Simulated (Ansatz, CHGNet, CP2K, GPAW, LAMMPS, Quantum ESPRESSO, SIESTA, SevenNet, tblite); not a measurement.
## Running glassy 53P2O5-24SrO-24Li2O (mol %) (83 atoms) with tblite

Wanted: tblite inputs and outputs for glassy 53P2O5-24SrO-24Li2O (mol %) (83 atoms), checked against a plane-wave reference.

Calculated with tblite 0.8.0; the method is named at each step.

### 1. Set-up

The cell holds 83 atoms: 18 P, 4 Sr, 8 Li and 53 O. Cell: a = 10.375 Å, b = 10.375 Å, c = 10.375 Å, α = 90.0°, β = 90.0°, γ = 90.0°. 83 atoms (18 P, 4 Sr, 8 Li, 53 O) placed at random at 2.74 g/cm³, melted at 4000 K for 10 ps at fixed volume with the Morse and Coulomb pair potential with partial charges (Pedone, Malavasi, Menziani, Cormack and Segre, J. Phys. Chem. B 110, 11780 (2006)). Quenched from 4000 K to 300 K at 20 K/ps and fixed volume, held 10 ps at zero pressure, then minimised at fixed cell.

The yardstick, on the same geometry:

```
method                                           : Kohn-Sham DFT, PBE, PAW, plane waves (Ansatz 0.2.0); cutoff 420 eV, Γ point, fermi-dirac smearing of 0.05 eV; PAW set soft_2
r.m.s. force component                           : 1.226 eV/Å
longest force                                    : 4.925 eV/Å
pressure                                         : 2.124 GPa
gap (highest filled to lowest empty level) : 2.263 eV
SCF cycles                                       : 9
time                                             : 16 s on 4 threads of Arm Neoverse V1, shared host
CPU time                                         : 59 s
```

### 2. GFN1-xTB

Method: GFN1-xTB tight binding, diagonalisation.

File run.py:

```python
import numpy as np
from ase.io import read
from tblite.ase import TBLite

atoms = read("structure.xyz")
atoms.calc = TBLite(method="GFN1-xTB", electronic_temperature=580, accuracy=1.0, max_iterations=250, mixer_damping=0.4, verbosity=1)
energy = atoms.get_potential_energy()
forces = atoms.get_forces()
print(f"energy {energy:.6f} eV")
print("forces (eV/A)")
for i, (a, f) in enumerate(zip(atoms, forces)):
    print(f"{i:4d} {a.symbol:2s} {f[0]:10.5f} {f[1]:10.5f} {f[2]:10.5f}")
stress = -atoms.get_stress(voigt=False) * 160.21766
print("stress (GPa, compression positive)")
for row in stress:
    print(" ".join(f"{x:10.4f}" for x in row))
print("charges (e)")
print(np.array2string(atoms.get_charges(), precision=4, suppress_small=True, max_line_width=110, threshold=100000))
```

File structure.xyz:

```xyz
83
Lattice="10.37499 0.00000 0.00000 0.00000 10.37499 0.00000 0.00000 0.00000 10.37499" Properties=species:S:1:pos:R:3 pbc="T T T"
P 7.11154 9.11474 0.64076
P 2.47568 3.37851 7.41086
P 3.40393 7.65218 3.27445
P 0.78549 9.29412 7.49303
P 4.62735 5.02450 6.35323
P 7.48203 0.97764 6.99171
P 5.62231 6.47306 1.43445
P 7.87586 2.49021 2.79658
P 1.90298 3.56288 2.57870
P 4.60079 0.56865 0.55579
P 3.07318 8.64486 9.44010
P 8.41017 8.09073 4.93694
P 9.77812 0.23738 3.78656
P 9.61606 5.57469 8.70389
P 0.90522 8.80266 1.75213
P 10.32239 1.87082 7.62178
P 5.17349 7.90325 7.32941
P 8.23048 8.33879 8.11542
Sr 9.29858 5.53547 2.22855
Sr 6.82446 3.64702 9.60745
Sr 0.85770 5.93066 5.36667
Sr 3.54399 0.80780 4.62828
Li 2.02873 5.60415 0.07107
Li 6.91317 5.07866 4.11285
Li 5.73716 9.59147 4.75237
Li 10.00315 3.14383 0.37651
Li 4.87573 2.31165 8.29231
Li 0.84618 1.21709 0.35929
Li 4.92065 3.28047 3.55800
Li 3.81634 3.99001 0.04440
O 9.85863 8.85433 8.17528
O 10.36856 7.67770 1.40944
O 7.81683 8.91699 9.67281
O 10.22061 1.98328 9.12138
O 5.21364 4.66771 5.03135
O 2.68142 7.51035 10.31606
O 6.40635 2.16682 2.76462
O 0.24070 9.80229 2.76193
O 2.97409 6.64217 4.28674
O 5.30318 4.31413 7.50516
O 2.57860 3.81385 8.83534
O 3.94779 0.51833 1.88493
O 6.65877 5.80398 2.28457
O 6.95622 8.03470 4.60867
O 0.47818 5.91831 7.90356
O 0.90947 4.41414 3.35102
O 6.87395 0.93167 5.63746
O 6.66396 1.60397 8.07371
O 8.80391 1.28567 3.21220
O 5.29176 5.57355 0.28189
O 8.00213 9.41862 1.77485
O 3.79538 9.88571 10.04092
O 4.66345 1.90941 10.27083
O 3.28161 2.14192 7.09639
O 9.23291 7.03580 4.26910
O 1.00689 8.63842 6.17800
[... 23 atom lines left out ...]
O 6.28704 7.80376 0.89339
O 5.99726 10.20671 0.53327
O 8.15920 3.61828 3.75813
O 4.79906 6.54849 6.67994
```

Launch:

```
$ OMP_NUM_THREADS=1 python run.py > output.txt
```

Log:

```text
------------------------------------------------------------
  cycle        total energy    energy error   density error
------------------------------------------------------------
      1     -274.4978143569  -2.7569141E+02   1.0210975E+00
      2      2092.599404138   2.3670972E+03   2.0985795E+00
      3      1294.451657788  -7.9814775E+02   1.6633504E+00
      4      205.2510592721  -1.0892006E+03   9.2261800E-01
      5     -250.9077147451  -4.5615877E+02   3.2177857E-01
      6      141.0345282781   3.9194224E+02   7.9019732E-01
      7     -291.4833522455  -4.3251788E+02   2.2815373E-01
      8     -302.7430165993  -1.1259664E+01   2.0535860E-01
      9     -283.4872663962   1.9255750E+01   1.8521791E-01
     10     -280.8901848413   2.5970816E+00   1.7344716E-01
     11     -280.4154020976   4.7478274E-01   1.6795033E-01
     12     -287.0288858559  -6.6134838E+00   1.4523988E-01
     13     -295.0682946394  -8.0394088E+00   1.1323672E-01
     14     -303.7014331019  -8.6331385E+00   6.7244711E-02
     15     -307.1754038139  -3.4739707E+00   2.2826597E-02
     16     -306.5025861998   6.7281761E-01   3.2873750E-02
     17     -306.5058344671  -3.2482673E-03   3.1830158E-02
     18     -307.3511718960  -8.4533743E-01   7.3715382E-03
     19     -307.3062811935   4.4890703E-02   8.5688157E-03
     20     -307.3205844727  -1.4303279E-02   7.5592299E-03
     21     -307.3716027983  -5.1018326E-02   2.5267898E-03
     22     -307.3765325732  -4.9297749E-03   8.0083007E-04
     23     -307.3765604963  -2.7923075E-05   7.5719227E-04
     24     -307.3767322679  -1.7177166E-04   6.1678419E-04
     25     -307.3770568905  -3.2462256E-04   2.2416393E-04
     26     -307.3770880899  -3.1199383E-05   1.2439526E-04
     27     -307.3771010697  -1.2979837E-05   4.3780001E-05
     28     -307.3771020394  -9.6973184E-07   2.4784130E-05
     29     -307.3771021943  -1.5488911E-07   2.0839031E-05
     30     -307.3771024246  -2.3024796E-07   1.4010392E-05
------------------------------------------------------------
 total:                                   5.107 sec
energy -8364.156989 eV
forces (eV/A)
   0 P     1.67384    0.08197    2.46900
   1 P     3.01864   -2.09300    2.50484
   2 P    -0.26163    0.63069    3.40759
   3 P    -1.32119   -2.14670   -3.24926
   4 P     2.68562   -3.23483    0.76655
   5 P    -2.75559   -1.39136   -0.18808
   6 P     1.74869   -2.33595   -0.68795
   7 P    -2.02117    3.18535   -1.26097
   8 P    -0.40792   -0.06271   -0.67180
   9 P    -1.12361    1.52195    1.98694
  10 P    -0.24008   -2.26732    3.35916
  11 P    -1.88810   -2.31652   -0.83873
  12 P     2.06737    1.31911    2.74881
  13 P     1.85638   -2.52186   -1.24398
  14 P    -1.04044   -0.81351   -3.54411
  15 P    -0.85116   -0.03989    3.88751
  16 P     0.65741    3.15754   -1.10804
  17 P     0.64130   -0.57953   -1.47456
  18 Sr    0.31779    0.07488   -0.11668
  19 Sr    1.51554    0.58563    0.23521
  20 Sr    0.08384    0.14283    0.25311
  21 Sr   -1.44704    0.65911   -0.44154
  22 Li   -0.37773    0.33607    0.27914
  23 Li   -0.02082    0.01080   -0.07771
[...]
75 O    -2.30590    0.60651   -2.27130
  76 O     0.09172   -0.79164    0.69617
  77 O    -0.03751   -0.53132   -1.18030
  78 O     1.27313    1.18070   -2.17253
  79 O    -0.18938    0.28895   -0.64312
  80 O     0.48788    0.70463   -0.56782
  81 O     0.16161    1.08570    0.88450
  82 O    -0.56529    1.12557   -0.42333
stress (GPa, compression positive)
    0.6764     0.0380     0.0546
    0.0380    -0.9799     0.4205
    0.0546     0.4205    -1.4898
charges (e)
[ 0.5286  0.5255  0.5234  0.5338  0.5283  0.5262  0.519   0.5132  0.511   0.524   0.542   0.5199  0.534
  0.5101  0.5265  0.5468  0.5344  0.5682  1.192   1.2207  1.2407  1.2187  0.743   0.745   0.772   0.7037
  0.7449  0.7433  0.7133  0.6804 -0.23   -0.4346 -0.2308 -0.4577 -0.4424 -0.3769 -0.5234 -0.2251 -0.4361
 -0.5034 -0.4765 -0.4012 -0.4932 -0.4813 -0.5136 -0.5381 -0.44   -0.4917 -0.2035 -0.4824 -0.3596 -0.2255
 -0.4763 -0.5044 -0.4767 -0.3708 -0.2866 -0.2238 -0.2365 -0.1876 -0.4794 -0.5574 -0.4125 -0.1837 -0.5313
 -0.5546 -0.2948 -0.5893 -0.2131 -0.2474 -0.2231 -0.5482 -0.2314 -0.4581 -0.253  -0.1892 -0.3022 -0.4206
 -0.6094 -0.2434 -0.229  -0.5356 -0.1963]
```

The job ended after 5.6 s (1 thread of Arm Neoverse V1, shared host; peak memory 0.14 GiB).

Banners, paths, timers and routine set-up lines are dropped from the logs unmarked, and long logs keep their key lines alone; longer cuts are marked.

Against the reference:

* r.m.s. force component: 1.219 eV/Å
* r.m.s. difference of force components: 435.2 meV/Å
* longest difference of force vectors: 2099 meV/Å
* force difference over r.m.s. force: 35.49 %
* slope of forces against the reference's: 0.9315
* correlation of force components: 0.9367
* pressure: -0.5978 GPa
* pressure difference: -2.722 GPa

Length of the force difference by element (eV/Å):

```csv
element,atoms,mean,most
Li,8,0.27,0.40
O,53,0.49,1.2
P,18,1.2,2.1
Sr,4,0.37,0.51
```

Local excerpt of 9 atoms (numbers count through the whole input) about P2, which bears the longest force; x, y, z are measured from there.

```csv
atom,x,y,z,distance (Å),bonds,Mulliken charge (e),Fx,Fy,Fz (eV/Å)
P2,0.00,0.00,0.00,0.00,4,0.53,3.02,-2.09,2.50
O41,0.10,0.44,1.42,1.49,2,-0.48,-0.08,0.36,0.66
O54,0.81,-1.24,-0.31,1.51,3,-0.50,0.26,-0.30,-0.31
O75,0.65,1.14,-0.86,1.57,3,-0.25,-2.22,2.12,-2.23
O76,-1.49,-0.45,-0.26,1.58,2,-0.19,-2.31,0.61,-2.27
Li27,2.40,-1.07,0.88,2.77,4,0.74,-0.81,-0.69,-0.82
P5,2.15,1.65,-1.06,2.91,4,0.53,2.69,-3.23,0.77
P16,-2.53,-1.51,0.21,2.95,4,0.55,-0.85,-0.04,3.89
O40,2.83,0.94,0.09,2.98,3,-0.50,0.63,-0.21,0.56
```

Atoms are counted from 1 here, from 0 in the log.

Forces lie 35 % from the reference's, at 0.096 times its CPU time (on 1 against 4 cores).

### 3. Outcome

- force difference from the reference: tblite GFN1-xTB, 35 %
- its CPU time: 5.6 s

Tight binding differs by 35 % (tblite GFN1-xTB); it is another model, with fitted parameters of its own, and the xTB methods hold dispersion. One electronic-structure run takes under half the reference's CPU time: tblite GFN1-xTB, at 35 % in 5.6 s against 59 s; its pressure misses by -2.7 GPa. Periodic xTB results under one method name differ between programs and library versions. The quench rate of 20 K/ps is many orders above laboratory rates, so the cell is likely richer in defects and strain than a real sample. The network of bonds at the start is that of the classical potential that made the cell, and needn't be the one that DFT or experiment would give. The reference's pressure of 2.1 GPa belongs to a cell and atoms that aren't relaxed at this level. The electronic-structure runs sample only Γ, in a cell whose shortest periodic width is 10 Å.

[Also dropped from logs without a mark: logging warnings of Python, and SIESTA's first energy breakdown and zero terms.]

[Logs are printed without paths, hosts, clocks, repeated set-up lines and the standing remarks that a program may print on its own settings, such as how far it seeks lower states.]

[Hosts, paths, dates, database ids (printed as entryN), source tags and the programs' standing remarks are cut or masked in the printed files.]
